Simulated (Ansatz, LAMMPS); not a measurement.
# Site preference of a vacancy of Te in Zn34Te25S9 with crystalline order left by the classical run (68 atoms), part 2 of 3

Aim: make a vacancy of Te at several sites of Zn34Te25S9 with crystalline order left by the classical run (68 atoms), relax each, and compare their energies.

Ansatz 0.2.0; Kohn-Sham DFT, PBE, PAW (set soft_1), plane waves.

The cell: 34 Zn, 25 Te and 9 S. The quench rate of 5 K/ps far exceeds what a furnace or splat quench reaches. The starting topology of bonds comes from the classical model. Sampling is at Γ alone, for a cell whose shortest periodic width is 12 Å. The levels lack spin–orbit coupling.

So far. Step 2 (Single point at the start): The r.m.s. force at the start is 0.22 eV/Å. Step 3 (Relaxation): The relaxation converged after 11 steps, 1.80 eV below its start, with a largest force component of 0.032 eV/Å.

## Step 5: Vacancy of Te, site Te56

The site has 3 bonded neighbours (Zn3) at 2.65 Å on average, by cutoffs that count no bonds between two metal atoms or like ions. The change is made in the relaxed cell and the atoms are relaxed again.

Contents of input.yaml:

```yaml
crystal:
  lattice:
    - [12.398, 0.0, 0.0]
    - [0.0, 12.398, 0.0]
    - [0.0, 0.0, 12.398]
  atoms:
    [... atom lines 1 to 52 left out ...]
    - { symbol: Te, position: [0.1679, 0.81825, 0.18709] }
    - { symbol: Te, position: [0.97982, 0.0554, 0.0464] }
    - { symbol: Te, position: [0.31049, 0.50889, 0.23295] }
    - { symbol: Te, position: [0.8281, 0.76362, 0.6035] }
    - { symbol: Te, position: [0.71411, 0.93469, 0.86788] }
    - { symbol: Te, position: [0.60224, 0.11247, 0.1353] }
    - { symbol: S, position: [0.4102, 0.32402, 0.95459] }
    [... atom lines 60 to 67 left out ...]
kpoints:
  mp_grid: { grid: [1, 1, 1] }
hamiltonian:
  xc: pbe
  pseudopotentials: { kind: paw, azcp: { folder: soft_1 } }
scf:
  occupations: { method: gaussian, width: 0.05 }
output:
  forces: true
  eigenvalues: true
relax:
  f_tol: 0.05
  max_steps: 90
```

Run with:

```sh
ansatz run input.yaml --threads 4 --pin off --max-ram 15872MiB --backend cpu --events-out ev --progress --plain --runs-dir out
```

Numbers of over 12 decimals in the logs are rounded to 6 here.

The program printed:

```text
[...]
Crystal: 67 atoms, lattice volume = 1905.702 Å³
Basis set: ecut = 420 eV, 37385 PW (Γ), exchange–correlation on 180×180×180 points (8 copies of the dense FFT grid, shifted against one another)
Bands: 508, of which v1, the nominal top of the filled ones, is band 423 counted from 1 (422 counted from 0)
Symmetry: 1 space group operations
[...]
k-points: 1
[...]
SCF iter   1: F=—  HF=-288516.189218 eV  |F-HF|=—  |Δ(HF+E_count)|=         —  Δρ=2.91e-2  dr2=1.64e1  ethr=3.10e-3  ⟨swp⟩=7.0  Hψ=2277  notcnv=0  defer=45
[...]
SCF iter  10: F=-288513.236694 eV  HF=-288513.236689 eV  |F-HF|=4.87e-6  |Δ(HF+E_count)|=   4.79e-5  Δρ=1.57e-5  dr2=6.43e-6  ethr=2.96e-9  ⟨swp⟩=17.0  Hψ=3108  notcnv=0
SCF 1 converged in 10 iterations: F = -288513.236694 eV  dr2 = 6.43e-6
[...]
relax step   1: F+E_penalty+E_count = -288513.23669420 eV  Δ(F+E_penalty+E_count) = +0.000e0 eV  max|allowed force component| = 9.048e-1 eV/Å  Δτ_max = 0.0000 Å  (10 SCF iters, dr2 threshold 6.25e-5 eV, accepted)
[...]
relax step   2: F+E_penalty+E_count = -288513.60514112 eV  Δ(F+E_penalty+E_count) = -3.684e-1 eV  max|allowed force component| = 3.493e-1 eV/Å  Δτ_max = 0.1971 Å  (6 SCF iters, dr2 threshold 5.12e-5 eV, accepted)
[...]
relax step   3: F+E_penalty+E_count = -288513.74457924 eV  Δ(F+E_penalty+E_count) = -1.394e-1 eV  max|allowed force component| = 3.318e-1 eV/Å  Δτ_max = 0.2000 Å  (8 SCF iters, dr2 threshold 7.63e-6 eV, accepted)
relax step   4: F+E_penalty+E_count = -288513.85342544 eV  Δ(F+E_penalty+E_count) = -1.088e-1 eV  max|allowed force component| = 2.442e-1 eV/Å  Δτ_max = 0.1945 Å  (7 SCF iters, dr2 threshold 1.64e-5 eV, accepted)
relax step   5: F+E_penalty+E_count = -288513.97779475 eV  Δ(F+E_penalty+E_count) = -1.244e-1 eV  max|allowed force component| = 3.478e-1 eV/Å  Δτ_max = 0.2000 Å  (7 SCF iters, dr2 threshold 3.23e-5 eV, accepted)
relax step   6: F+E_penalty+E_count = -288514.08917174 eV  Δ(F+E_penalty+E_count) = -1.114e-1 eV  max|allowed force component| = 4.186e-1 eV/Å  Δτ_max = 0.1955 Å  (6 SCF iters, dr2 threshold 6.55e-5 eV, accepted)
relax step   7: F+E_penalty+E_count = -288514.21077247 eV  Δ(F+E_penalty+E_count) = -1.216e-1 eV  max|allowed force component| = 2.937e-1 eV/Å  Δτ_max = 0.2000 Å  (5 SCF iters, dr2 threshold 1.00e-4 eV, accepted)
relax step   8: F+E_penalty+E_count = -288514.29638424 eV  Δ(F+E_penalty+E_count) = -8.561e-2 eV  max|allowed force component| = 1.158e-1 eV/Å  Δτ_max = 0.1976 Å  (5 SCF iters, dr2 threshold 4.25e-5 eV, accepted)
relax step   9: F+E_penalty+E_count = -288514.30901884 eV  Δ(F+E_penalty+E_count) = -1.263e-2 eV  max|allowed force component| = 7.994e-2 eV/Å  Δτ_max = 0.2000 Å  (10 SCF iters, accepted)
relax step  10: F+E_penalty+E_count = -288514.31697967 eV  Δ(F+E_penalty+E_count) = -7.961e-3 eV  max|allowed force component| = 6.143e-2 eV/Å  Δτ_max = 0.0541 Å  (9 SCF iters, accepted)
relax step  11: F+E_penalty+E_count = -288514.30976910 eV  Δ(F+E_penalty+E_count) = +7.211e-3 eV  max|allowed force component| = 1.064e-1 eV/Å  Δτ_max = 0.2000 Å  (9 SCF iters, rejected (line search))
[...]
relax step  12: F+E_penalty+E_count = -288514.32204967 eV  Δ(F+E_penalty+E_count) = -5.070e-3 eV  max|allowed force component| = 2.209e-2 eV/Å  Δτ_max = 0.0988 Å  (9 SCF iters, accepted)
SCF converged after 9 iterations
Free energy (F): -288514.322050 eV
[...]
Internal energy: -288514.322050 eV  (E = F + TS)
E sigma→0 (E₀):  -288514.322050 eV
Fermi energy:    6.938034 eV
[...]
--- Forces (eV/Å), atoms counted from 1 ---
  atom   1  Zn     0.00000259     0.00333322     0.00079952
  atom   2  Zn     0.00718777     0.00220409     0.00075496
  atom   3  Zn     0.00543512     0.00605243    -0.00359421
  atom   4  Zn     0.00682909    -0.00326648    -0.00073860
  atom   5  Zn     0.00114111    -0.00788274    -0.00440034
  atom   6  Zn     0.00105699    -0.00188541    -0.00004463
  atom   7  Zn    -0.00452798     0.00516067     0.00336026
  atom   8  Zn    -0.00885868     0.00742794    -0.00225525
  atom   9  Zn    -0.00175532    -0.00000117    -0.00323154
  atom  10  Zn    -0.00149287     0.00579806    -0.00098436
  atom  11  Zn    -0.00251429    -0.00525744     0.00670788
  atom  12  Zn     0.00200879    -0.00194220     0.00226080
  atom  13  Zn    -0.00130500    -0.00187103    -0.00213365
  atom  14  Zn     0.00897300     0.00301350    -0.00275865
[...]
atom  66  S      0.00700646    -0.00153124     0.00303446
  atom  67  S     -0.00206809     0.00657571    -0.00019529
  max |Σ_I F_I| component: 1.36e-5 eV/Å
--- Band table (eV) ---
[...]
--- Relaxed structure (12 steps of the walk, 11 accepted, 0 SCFs on fresh bases) ---
  F+E_penalty+E_count = -288514.32204967 eV   max|allowed force component| = 2.209e-2 eV/Å
  atoms:
    - { symbol: Zn, position: [0.393048, 0.622093, 0.575683] }
    - { symbol: Zn, position: [0.683017, 0.241562, 0.451369] }
    - { symbol: Zn, position: [0.411536, 0.486143, 0.851732] }
    - { symbol: Zn, position: [-0.00834174, 0.243806, 0.937094] }
[...]
- { symbol: S, position: [0.531852, 0.762877, 0.108303] }
```

It took 3.9 min on 4 threads of Intel Xeon Platinum 8488C (Sapphire Rapids), shared host; peak memory 3 GiB.

The relaxation converged after 12 steps, 1.09 eV below its start, with a largest force component of 0.022 eV/Å.

The surroundings of the place of the removed atom, after relaxation: 10 atoms, nearest first, with positions taken from that point. Atoms keep their numbers of the cell before the removal, where the removed atom was number 56.

| atom | x | y | z | distance (Å) | bonds |
| --- | --- | --- | --- | --- | --- |
| Te45 | 2.24 | 1.18 | 1.43 | 2.91 | 4 |
| Zn5 | 1.36 | 2.49 | -0.71 | 2.92 | 3 |
| Zn11 | -0.09 | 0.88 | 2.94 | 3.07 | 4 |
| S61 | -2.18 | 1.17 | 1.92 | 3.13 | 4 |
| Zn9 | 2.13 | -2.22 | -1.12 | 3.27 | 3 |
| Zn34 | -3.56 | -0.65 | 0.70 | 3.68 | 4 |
| Zn25 | -1.97 | 3.24 | 0.72 | 3.86 | 4 |
| S64 | 1.98 | 2.02 | -2.90 | 4.06 | 4 |
| Te53 | 0.75 | -2.28 | -3.28 | 4.06 | 4 |
| Te36 | 1.19 | -3.97 | 0.64 | 4.20 | 4 |

The column of bonds counts only the pairs Zn-Te within 3.08 Å, Zn-S within 2.93 Å; other neighbours, such as metal atoms beside each other in a compound, aren't counted, and periodic images can show an atom twice.

The largest move is 1.16 Å, by Te45.

## Step 6: Vacancy of Te, site Te43

The site has 4 bonded neighbours (Zn4) at 2.77 Å on average. 

input.yaml, the sections that differ from step 5:

```yaml
crystal:
  lattice:
    - [12.398, 0.0, 0.0]
    - [0.0, 12.398, 0.0]
    - [0.0, 0.0, 12.398]
  atoms:
    [... atom lines 1 to 39 left out ...]
    - { symbol: Te, position: [0.85043, 0.23649, 0.31583] }
    - { symbol: Te, position: [0.34439, 0.99565, 0.96099] }
    - { symbol: Te, position: [0.62111, 0.57374, 0.83571] }
    - { symbol: Te, position: [0.49198, 0.29309, 0.38273] }
    - { symbol: Te, position: [0.33903, 0.12326, 0.63984] }
    - { symbol: Te, position: [0.93414, 0.57127, 0.32312] }
    - { symbol: Te, position: [0.64959, 0.0656, 0.56596] }
    [... atom lines 47 to 67 left out ...]
# kpoints, hamiltonian, scf, output, relax: as in step 5
```

The program printed:

```text
[...]
Crystal: 67 atoms, lattice volume = 1905.702 Å³
Basis set: ecut = 420 eV, 37385 PW (Γ), exchange–correlation on 180×180×180 points (8 copies of the dense FFT grid, shifted against one another)
Bands: 508, of which v1, the nominal top of the filled ones, is band 423 counted from 1 (422 counted from 0)
Symmetry: 1 space group operations
[...]
k-points: 1
[...]
SCF iter   1: F=—  HF=-288515.472597 eV  |F-HF|=—  |Δ(HF+E_count)|=         —  Δρ=2.93e-2  dr2=1.67e1  ethr=3.10e-3  ⟨swp⟩=6.0  Hψ=2115  notcnv=0  defer=48
[...]
SCF iter   9: F=—  HF=-288512.445301 eV  |F-HF|=—  |Δ(HF+E_count)|=   2.01e-4  Δρ=3.42e-5  dr2=2.46e-5  ethr=1.61e-8  ⟨swp⟩=2.0  Hψ=730  notcnv=0  defer=81
SCF iter  10: F=-288512.445339 eV  HF=-288512.445344 eV  |F-HF|=5.55e-6  |Δ(HF+E_count)|=   4.39e-5  Δρ=2.44e-5  dr2=8.00e-6  ethr=2.90e-9  ⟨swp⟩=18.0  Hψ=2966  notcnv=0
SCF 1 converged in 10 iterations: F = -288512.445339 eV  dr2 = 8.00e-6
[...]
relax step   1: F+E_penalty+E_count = -288512.44533890 eV  Δ(F+E_penalty+E_count) = +0.000e0 eV  max|allowed force component| = 6.625e-1 eV/Å  Δτ_max = 0.0000 Å  (10 SCF iters, dr2 threshold 6.25e-5 eV, accepted)
[...]
relax step   2: F+E_penalty+E_count = -288512.77836323 eV  Δ(F+E_penalty+E_count) = -3.330e-1 eV  max|allowed force component| = 5.585e-1 eV/Å  Δτ_max = 0.1949 Å  (7 SCF iters, dr2 threshold 2.74e-5 eV, accepted)
[...]
relax step   3: F+E_penalty+E_count = -288512.97695981 eV  Δ(F+E_penalty+E_count) = -1.986e-1 eV  max|allowed force component| = 3.561e-1 eV/Å  Δτ_max = 0.1979 Å  (6 SCF iters, dr2 threshold 1.95e-5 eV, accepted)
relax step   4: F+E_penalty+E_count = -288513.11359777 eV  Δ(F+E_penalty+E_count) = -1.366e-1 eV  max|allowed force component| = 1.638e-1 eV/Å  Δτ_max = 0.2000 Å  (6 SCF iters, dr2 threshold 5.15e-5 eV, accepted)
relax step   5: F+E_penalty+E_count = -288513.17459164 eV  Δ(F+E_penalty+E_count) = -6.099e-2 eV  max|allowed force component| = 1.415e-1 eV/Å  Δτ_max = 0.1929 Å  (8 SCF iters, dr2 threshold 5.68e-6 eV, accepted)
relax step   6: F+E_penalty+E_count = -288513.19590687 eV  Δ(F+E_penalty+E_count) = -2.132e-2 eV  max|allowed force component| = 2.643e-1 eV/Å  Δτ_max = 0.2000 Å  (8 SCF iters, dr2 threshold 4.24e-6 eV, accepted)
relax step   7: F+E_penalty+E_count = -288513.32737120 eV  Δ(F+E_penalty+E_count) = -1.315e-1 eV  max|allowed force component| = 4.112e-1 eV/Å  Δτ_max = 0.1946 Å  (6 SCF iters, dr2 threshold 5.21e-5 eV, accepted)
relax step   8: F+E_penalty+E_count = -288513.45255752 eV  Δ(F+E_penalty+E_count) = -1.252e-1 eV  max|allowed force component| = 1.436e-1 eV/Å  Δτ_max = 0.1944 Å  (5 SCF iters, dr2 threshold 1.00e-4 eV, accepted)
relax step   9: F+E_penalty+E_count = -288513.51419190 eV  Δ(F+E_penalty+E_count) = -6.163e-2 eV  max|allowed force component| = 1.483e-1 eV/Å  Δτ_max = 0.2000 Å  (8 SCF iters, dr2 threshold 2.52e-6 eV, accepted)
relax step  10: F+E_penalty+E_count = -288513.53139688 eV  Δ(F+E_penalty+E_count) = -1.720e-2 eV  max|allowed force component| = 1.028e-1 eV/Å  Δτ_max = 0.0907 Å  (7 SCF iters, dr2 threshold 2.68e-6 eV, accepted)
relax step  11: F+E_penalty+E_count = -288513.52935464 eV  Δ(F+E_penalty+E_count) = +2.042e-3 eV  max|allowed force component| = 2.283e-1 eV/Å  Δτ_max = 0.2000 Å  (7 SCF iters, dr2 threshold 5.09e-6 eV, rejected (line search))
relax step  12: F+E_penalty+E_count = -288513.54856979 eV  Δ(F+E_penalty+E_count) = -1.717e-2 eV  max|allowed force component| = 7.423e-2 eV/Å  Δτ_max = 0.0969 Å  (9 SCF iters, accepted)
relax step  13: F+E_penalty+E_count = -288513.54961641 eV  Δ(F+E_penalty+E_count) = -1.047e-3 eV  max|allowed force component| = 7.905e-2 eV/Å  Δτ_max = 0.0312 Å  (5 SCF iters, dr2 threshold 2.65e-6 eV, accepted)
relax step  14: F+E_penalty+E_count = -288513.55051897 eV  Δ(F+E_penalty+E_count) = -9.026e-4 eV  max|allowed force component| = 1.621e-2 eV/Å  Δτ_max = 0.0100 Å  (4 SCF iters, dr2 threshold 3.26e-6 eV, accepted)
[...]
relax step  15: F+E_penalty+E_count = -288513.55051972 eV  Δ(F+E_penalty+E_count) = -7.456e-7 eV  max|allowed force component| = 1.632e-2 eV/Å  Δτ_max = 0.0000 Å  (4 SCF iters, accepted)
SCF converged after 4 iterations
Free energy (F): -288513.550520 eV
[...]
Internal energy: -288513.550520 eV  (E = F + TS)
E sigma→0 (E₀):  -288513.550520 eV
Fermi energy:    6.248127 eV
[...]
Σ components = -288513.550520   (vs F -288513.550520, Δ=0.00e0)
--- Forces (eV/Å), atoms counted from 1 ---
  atom   1  Zn     0.00144870     0.00029834     0.00018298
  atom   2  Zn    -0.00140299    -0.00508886     0.00065722
  atom   3  Zn     0.00222728    -0.00021859    -0.00172833
  atom   4  Zn    -0.00262824    -0.00041182    -0.00072421
[...]
atom  67  S      0.00199256     0.00275878    -0.00500988
  max |Σ_I F_I| component: 2.31e-5 eV/Å
--- Band table (eV) ---
[...]
--- Relaxed structure (15 steps of the walk, 14 accepted, 0 SCFs on fresh bases) ---
  F+E_penalty+E_count = -288513.55051972 eV   max|allowed force component| = 1.632e-2 eV/Å
  atoms:
    - { symbol: Zn, position: [0.384864, 0.628878, 0.573822] }
    - { symbol: Zn, position: [0.683511, 0.242506, 0.460625] }
    - { symbol: Zn, position: [0.419809, 0.479950, 0.842119] }
    - { symbol: Zn, position: [0.00156329, 0.239655, 0.931473] }
[...]
- { symbol: S, position: [0.521132, 0.767859, 0.116064] }
```

Wall time 4.2 min (4 threads); peak memory 3 GiB; 16 min of CPU time.

The relaxation converged after 15 steps, 1.11 eV below its start, with a largest force component of 0.016 eV/Å.

The surroundings of the place of the removed atom, after relaxation: 10 atoms, nearest first, with positions taken from that point. Atoms keep their numbers of the cell before the removal, where the removed atom was number 43.

| atom | x | y | z | distance (Å) | bonds |
| --- | --- | --- | --- | --- | --- |
| Zn16 | 0.61 | 0.87 | 1.64 | 1.96 | 3 |
| Zn19 | 0.48 | 2.17 | -0.50 | 2.28 | 3 |
| Zn20 | 2.80 | -1.98 | -1.10 | 3.60 | 3 |
| Zn27 | -3.50 | -0.92 | 0.37 | 3.64 | 3 |
| Te46 | 0.50 | -1.30 | 3.48 | 3.75 | 4 |
| Te58 | -1.99 | 2.86 | -1.69 | 3.87 | 4 |
| Te42 | -3.24 | -1.45 | -2.18 | 4.17 | 4 |
| Te38 | 1.47 | -2.07 | -3.33 | 4.19 | 4 |
| Zn31 | -1.06 | -3.24 | 2.68 | 4.34 | 3 |
| Te48 | 2.21 | -3.74 | 0.65 | 4.39 | 3 |

The column of bonds counts only the pairs Zn-Te within 3.33 Å, Zn-S within 2.98 Å; other neighbours, such as metal atoms beside each other in a compound, aren't counted, and periodic images can show an atom twice.

The largest move is 0.77 Å, by Zn16.

## Step 7: Vacancy of Te, site Te42

The site has 4 bonded neighbours (Zn4) at 2.73 Å on average. 

Input and log are left out; they have the form of those shown for this kind of step.

Run time: 3 min. Hardware: 4 threads of Intel Xeon Platinum 8488C (Sapphire Rapids), shared host; peak memory 3 GiB.

The relaxation converged after 11 steps, 0.761 eV below its start, with a largest force component of 0.047 eV/Å.

The surroundings of the place of the removed atom, after relaxation: 13 atoms, nearest first, with positions taken from that point. Atoms keep their numbers of the cell before the removal, where the removed atom was number 42.

| atom | x | y | z | distance (Å) | bonds |
| --- | --- | --- | --- | --- | --- |
| Zn27 | 0.69 | 0.92 | 3.07 | 3.28 | 3 |
| Zn18 | 0.61 | 3.01 | -1.48 | 3.41 | 3 |
| Zn24 | 2.75 | -1.93 | -1.08 | 3.52 | 3 |
| Zn3 | -3.35 | -1.39 | 0.21 | 3.63 | 3 |
| Te50 | -2.01 | 2.72 | -1.83 | 3.84 | 4 |
| S67 | 0.43 | -1.37 | 3.71 | 3.98 | 4 |
| Zn22 | -0.42 | -3.29 | 2.36 | 4.07 | 4 |
| Te35 | 1.87 | -3.66 | 0.60 | 4.15 | 4 |
| Te43 | 3.25 | 1.50 | 2.18 | 4.19 | 4 |
| S63 | -3.41 | -1.52 | -2.11 | 4.29 | 4 |
| Zn1 | -2.79 | 0.60 | -3.28 | 4.35 | 4 |
| S68 | -1.16 | 2.40 | 3.44 | 4.36 | 4 |
| Te49 | 1.75 | -2.06 | -3.43 | 4.36 | 4 |

The column of bonds counts only the pairs Zn-Te within 3.38 Å, Zn-S within 2.93 Å; other neighbours, such as metal atoms beside each other in a compound, aren't counted, and periodic images can show an atom twice.

The largest move is 0.81 Å, by Zn3.

## Step 8: Vacancy of Te, site Te40

The site has 4 bonded neighbours (Zn4) at 2.69 Å on average. 

Input and log are left out; they have the form of those shown for this kind of step.

Wall time 5.7 min (4 threads of Intel Xeon Platinum 8488C (Sapphire Rapids), shared host); peak memory 2.9 GiB.

The relaxation converged after 21 steps, 0.698 eV below its start, with a largest force component of 0.017 eV/Å.

The surroundings of the place of the removed atom, after relaxation: 12 atoms, nearest first, with positions taken from that point. Atoms keep their numbers of the cell before the removal, where the removed atom was number 40.

| atom | x | y | z | distance (Å) | bonds |
| --- | --- | --- | --- | --- | --- |
| Zn31 | 0.64 | 1.00 | -1.24 | 1.72 | 2 |
| Zn28 | -0.18 | -1.49 | -1.39 | 2.05 | 3 |
| Zn25 | 1.21 | 0.46 | 2.84 | 3.12 | 3 |
| Zn2 | -2.48 | 0.18 | 2.30 | 3.39 | 3 |
| Te49 | -0.85 | 2.06 | 2.95 | 3.70 | 4 |
| Te59 | -3.01 | -1.44 | -2.17 | 3.98 | 4 |
| Te46 | 0.94 | 3.89 | -0.15 | 4.00 | 4 |
| Zn5 | 3.98 | -0.58 | 0.75 | 4.09 | 3 |
| S62 | 3.29 | 1.29 | 2.07 | 4.09 | 4 |
| Zn34 | -0.21 | -3.40 | 2.29 | 4.10 | 4 |
| Te51 | -0.59 | -4.06 | -0.30 | 4.11 | 4 |
| S61 | 0.83 | -1.61 | 3.81 | 4.21 | 4 |

The column of bonds counts only the pairs Zn-Te within 3.23 Å, Zn-S within 2.98 Å; other neighbours, such as metal atoms beside each other in a compound, aren't counted, and periodic images can show an atom twice.

The largest move is 1.74 Å, by Zn31.

(Part 2 of 3 ends here.)

[Logs are printed without paths, hosts, clocks, repeated set-up lines and the standing remarks that a program may print on its own settings, such as how far it seeks lower states.]

[Hosts, paths, dates, database ids (printed as entryN), source tags and the programs' standing remarks are cut or masked in the printed files.]
